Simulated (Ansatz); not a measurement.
**Molecular dynamics of amorphous Si (76 atoms)**

How do the atoms of amorphous Si (76 atoms) move, and what local order do they keep?

Program: Ansatz 0.2.0. Level of theory: Kohn-Sham DFT, PBE, PAW (set soft_2), plane waves. Results are calculated unless marked as measured.

## 1. The structure

The cell holds 76 atoms: 76 Si. Cell: a = 11.660 Å, b = 11.660 Å, c = 11.660 Å, α = 90.0°, β = 90.0°, γ = 90.0°. 76 atoms (76 Si) placed at random at 2.24 g/cm³, melted at 2500 K for 10 ps at fixed volume with the modified Tersoff potential (Kumagai, Izumi, Hara and Sakai, Comput. Mater. Sci. 39, 457 (2007)). Quenched from 2500 K to 100 K at 50 K/ps and fixed volume, annealed at 700 K for 50 ps, held 5 ps, then minimised at fixed cell.

Before any run, some limits are plain. The quench rate of 50 K/ps is orders of magnitude faster than experiment, which tends to freeze in extra defects. The starting topology of bonds comes from the classical model. Sampling is at Γ alone, for a cell whose shortest periodic width is 12 Å.

## 2. Dynamics started at 900 K

Without a thermostat the total energy must stay constant, which tests forces and time step. The time step is 2.0 fs.

File input.yaml:

```yaml
crystal:
  lattice:
    - [11.6597, 0.0, 0.0]
    - [0.0, 11.6597, 0.0]
    - [0.0, 0.0, 11.6597]
  atoms:
    - { symbol: Si, position: [0.85202, 0.8858, 0.23826] }
    - { symbol: Si, position: [0.79083, 0.18368, 0.2091] }
    - { symbol: Si, position: [0.68373, 0.27191, 0.95416] }
    - { symbol: Si, position: [0.98452, 0.37497, 0.37721] }
    [... 66 atom lines left out ...]
    - { symbol: Si, position: [0.38833, 0.3638, 0.04785] }
    - { symbol: Si, position: [0.8898, 0.74104, 0.37274] }
    - { symbol: Si, position: [0.31149, 0.89816, 0.33642] }
    - { symbol: Si, position: [0.46108, 0.06266, 0.1376] }
    - { symbol: Si, position: [0.66977, 0.44841, 0.70121] }
    - { symbol: Si, position: [0.32818, 0.80442, 0.81206] }
kpoints:
  mp_grid: { grid: [1, 1, 1] }
hamiltonian:
  xc: pbe
scf:
  occupations: { method: fermi_dirac, width: 0.025 }
output:
  forces: true
md:
  timestep: 2.0
  n_steps: 189
  ensemble: nve
  temperature: 900
  initial_velocities: maxwell_boltzmann
  seed: 4238
```

Command:

```console
ansatz run input.yaml --threads 4 --pin off --max-ram 8192MiB --backend cpu --events-out ev --progress --plain --runs-dir out
```

Wall time 14 min (4 threads of Arm Neoverse V2, shared host); peak memory 1.4 GiB; 54 min of CPU time.

The program notes that it switched symmetry off.

The trajectory, sampled:

```csv
time (fs),T (K),potential (meV/atom),conserved (meV/atom)
0.0,900,0.0,0.00
26.0,373,67.5,0.28
50.0,469,55.2,0.23
76.0,488,52.7,0.18
100.0,457,56.8,0.23
126.0,519,48.8,0.22
152.0,472,54.8,0.22
176.0,498,51.4,0.23
202.0,550,44.9,0.23
226.0,524,48.2,0.22
252.0,478,54.1,0.22
278.0,474,54.5,0.22
302.0,508,50.2,0.22
328.0,536,46.7,0.23
352.0,580,41.0,0.16
378.0,443,58.6,0.22
```

Mean square displacement from the first frame to the last: Si 0.12 Å².

Table of mean square displacement, Si by time lag:

time lag (fs), mean square displacement, Si (Å²) and a bar:
```
      2.0      0.000 
      8.0      0.003 #
     16.0      0.010 ##
     24.0      0.022 ####
     40.0      0.046 #########
     48.0      0.057 ###########
     56.0      0.066 #############
     64.0      0.073 ###############
     72.0      0.080 ################
     80.0      0.088 ##################
     88.0      0.096 ###################
    102.0      0.111 ######################
    110.0      0.120 ########################
    118.0      0.127 ##########################
    126.0      0.133 ###########################
    134.0      0.137 ############################
    142.0      0.140 ############################
    150.0      0.142 #############################
    166.0      0.146 #############################
    174.0      0.147 ##############################
    182.0      0.148 ##############################
    190.0      0.149 ##############################
```

Over the second half of 378 fs the temperature averages 513 K with swings of 49 K r.m.s. The conserved energy stays within 0.38 meV/atom. The atoms reach a mean square displacement of 0.12 Å² at the end; the farthest move is 1.56 Å. The mean temperature of 513 K lies well off the 900 K of the input: without a thermostat, part of the starting kinetic energy flows into potential energy (about half from a start near a minimum). The count of bonds goes from 158 in the first frame to 155 in the last, by one set of cutoffs: 5 pairs passed out of them and 2 came within. The run spans 0.38 ps, too short for its means to be equilibrium values.

## 3. Local order late in the run

The g(r) is a mean over the second half; what follows it is taken at the last frame.

Density 2.24 g/cm³, 20.86 Å³ an atom.

Mean of 15 frames. Pair distribution function in bins of 0.2 Å:

```csv
r (Å),total
2.10,0.03
2.30,3.06
2.50,2.46
2.70,0.25
2.90,0.07
3.10,0.20
3.30,0.52
3.50,0.98
3.70,1.65
3.90,1.76
4.10,1.56
4.30,1.07
4.50,0.83
4.70,0.80
4.90,0.79
5.10,0.79
5.30,0.82
5.50,1.00
5.70,1.15
```

Bonds by pair of elements; cutoffs follow the first minimum of g(r), held within bounds set by covalent radii, and pairs that aren't listed don't count as bonded:

```csv
pair A-B,cutoff (Å),bonds,mean length (Å),spread (Å),shortest (Å),B about A,A about B
Si-Si,2.88,155,2.42,0.111,2.22,4.08,4.08
```

How many atoms have how many bonded neighbours:

```csv
element,mean,3,4,5,6
Si,4.08,1,69,5,1
```

Bond angles, per cent of each kind in bins of 5°:

```csv
angle (°),Si-Si-Si
45–50,0.2
50–55,0.2
55–60,0.8
60–65,0.0
65–70,0.4
70–75,0.4
75–80,1.2
80–85,2.3
85–90,6.2
90–95,7.5
95–100,10.4
100–105,13.7
105–110,13.3
110–115,12.9
115–120,11.2
120–125,6.9
125–130,3.1
130–135,3.5
135–140,2.1
140–145,1.2
145–150,1.2
150–155,0.2
155–160,0.2
160–165,0.2
165–170,0.4
170–175,0.0
175–180,0.2
```

Bond angles (no mean is given where the spread exceeds 20°):

```csv
angle,count,mean (°),spread (°)
Si-Si-Si,482,108,16.9
```

Bond length by coordination (bonds to H left out):

```csv
element,coordination,atoms,mean bond length (Å)
Si,3,1,2.39
Si,4,69,2.41
Si,5,5,2.50
Si,6,1,2.55
```

Rings of the network by King's shortest-path rule, up to 12 atoms, one path for each pair of neighbours; H, halogens, alkali and alkaline-earth atoms are left out, and the last column divides by all other atoms, bonded or not:

```csv
ring size (atoms),rings,per network atom
3,3,0.039
4,6,0.079
5,37,0.487
6,59,0.776
7,38,0.5
8,4,0.053
```

The first maximum of g(r) stands at about 2.4 Å. With the cutoffs above, 91 % of Si atoms have 4 bonded neighbours. The Si-Si-Si angle averages 108° with a spread of 17°. Bonds at Si atoms with 4 neighbours average 2.41 Å, against 2.50 Å at those with 5. Rings of 6 atoms are the most common (40 % of those counted); sizes run from 3 to 8.

## 4. Single point at the last frame

The last frame is solved again with fuller output, to read the electronic structure of a thermally displaced geometry.

File input.yaml:

```yaml
crystal:
  lattice:
    - [11.6597, 0.0, 0.0]
    - [0.0, 11.6597, 0.0]
    - [0.0, 0.0, 11.6597]
  atoms:
    - { symbol: Si, position: [0.86106, 0.8681, 0.23502] }
    - { symbol: Si, position: [0.78584, 0.19369, 0.2239] }
    - { symbol: Si, position: [0.69557, 0.2559, 0.93206] }
    - { symbol: Si, position: [0.98388, 0.36406, 0.3946] }
    [... 66 atom lines left out ...]
    - { symbol: Si, position: [0.39349, 0.3609, 0.0371] }
    - { symbol: Si, position: [0.88183, 0.7245, 0.38375] }
    - { symbol: Si, position: [0.32204, 0.87871, 0.32752] }
    - { symbol: Si, position: [0.48752, 0.0701, 0.14836] }
    - { symbol: Si, position: [0.67724, 0.44031, 0.6871] }
    - { symbol: Si, position: [0.32364, 0.81835, 0.80243] }
kpoints:
  mp_grid: { grid: [1, 1, 1] }
hamiltonian:
  xc: pbe
scf:
  occupations: { method: fermi_dirac, width: 0.025 }
output:
  forces: true
  stress: true
  populations: true
  dos:
    method: { smearing: { sigma: 0.15 } }
    de: 0.1
    projected: { site_lists: { Si: [Si] } }
  eigenvalues: true
  write_density: true
  write_potential: true
  volumetric_format: npy
  elf: true
```

It took 15 s on 4 threads; peak memory 1.4 GiB.

The run gave:

* free energy: -48296.3348 eV
* free energy per atom: -635.4781 eV/atom
* SCF cycles: 11
* pressure: -0.9494 GPa
* r.m.s. force component: 0.6823 eV/Å
* longest force: 2.509 eV/Å
* Fermi energy: 5.921 eV
* gap (highest filled to lowest empty level): 0.3111 eV
* spilling of the projection: 0.01179

Neighbours are counted within 2.88 Å (Si-Si), the cutoffs taken from the dynamics.

Length of the force by element and coordination:

```csv
element,coordination,atoms,mean length of the force (eV/Å),spread,least,most
Si,all,76,1.09,0.449,0.204,2.51
Si,3,1,0.995,0,0.995,0.995
Si,4,69,1.09,0.456,0.204,2.51
Si,5,5,1.17,0.407,0.488,1.62
Si,6,1,0.720,0,0.720,0.720
```

The mean of these charges, 0.047 e, is only the charge that the projection spills.

Löwdin charges by element and coordination (they lack the spilled electrons, 0.047 e an atom on average):

```csv
element,coordination,atoms,mean charge (e),spread,least,most
Si,all,76,0.0471,0.0299,-0.0437,0.134
Si,3,1,0.0985,0,0.0985,0.0985
Si,4,69,0.0443,0.0277,-0.0437,0.132
Si,5,5,0.0717,0.0405,0.0367,0.134
Si,6,1,0.072,0,0.072,0.072
```

States in the cell by windows of 1 eV, zero at the Fermi level; the larger projections on atomic orbitals stand beside the total:

```csv
from (eV),to (eV),total,Si p,Si s
-13,-12,1.7,0.0,1.6
-12,-11,10.3,2.6,7.6
-11,-10,20.0,6.3,13.7
-10,-9,19.0,6.5,12.4
-9,-8,18.1,6.4,11.6
-8,-7,24.7,10.2,14.4
-7,-6,20.8,10.9,9.8
-6,-5,19.8,12.7,6.9
-5,-4,25.4,20.4,4.7
-4,-3,30.5,26.0,4.1
-3,-2,48.8,44.1,4.1
-2,-1,42.0,38.3,3.0
-1,0,22.8,19.7,2.4
0,1,19.8,13.6,4.6
1,2,35.4,23.3,7.8
2,3,46.4,30.3,8.2
```

The levels nearest the highest filled one (over half full), pooled over k-points and spins:

```csv
level less the highest filled one (eV),occupation
-0.455,2
-0.392,2
-0.332,2
-0.227,2
-0.122,2
0,2.00
0.311,0.004
0.389,0
0.592,0
0.661,0
0.731,0
0.855,0
```

Löwdin charges run from -0.04 to +0.13 e, about a mean that is the spilled charge alone. Within 0.4 eV of the Fermi level the largest share is Si p (82 % of the projected weight).

## 5. Results

```json
{
 "mean temperature, second half": "512.6 K",
 "temperature swing, second half": "49.28 K",
 "slope of the conserved energy against time, by least squares": "0.0286 meV/atom/ps",
 "free energy per atom": "-635.4781 eV/atom",
 "pressure": "-0.9494 GPa",
 "r.m.s. force component": "0.6823 eV/Å",
 "gap (highest filled to lowest empty level)": "0.3111 eV",
 "wall time of the 2 DFT runs": "14 min"
}
```

What this shows: Over the second half of 378 fs the temperature averages 513 K with swings of 49 K r.m.s. The conserved energy stays within 0.38 meV/atom. The mean temperature of 513 K lies well off the 900 K of the input: without a thermostat, part of the starting kinetic energy flows into potential energy (about half from a start near a minimum). The count of bonds goes from 158 in the first frame to 155 in the last, by one set of cutoffs: 5 pairs passed out of them and 2 came within. The run spans 0.38 ps, too short for its means to be equilibrium values. With the cutoffs above, 91 % of Si atoms have 4 bonded neighbours. The highest filled and lowest empty levels differ by 0.311 eV (at Γ alone); a semilocal functional tends to put such gaps too low. In a disordered cell it changes from sample to sample, and tail or defect levels can set it.

What to keep in mind: The network of bonds at the start is that of the classical potential that made the cell; in DFT 5 of its 158 bonded pairs passed out of the cutoffs and 2 came within them. The pressure of a single frame lacks the kinetic term, about 0.34 GPa here.

[Logs are printed without paths, hosts, clocks, repeated set-up lines and the standing remarks that a program may print on its own settings, such as how far it seeks lower states.]

[Hosts, paths, dates, database ids (printed as entryN), source tags and the programs' standing remarks are cut or masked in the printed files.]
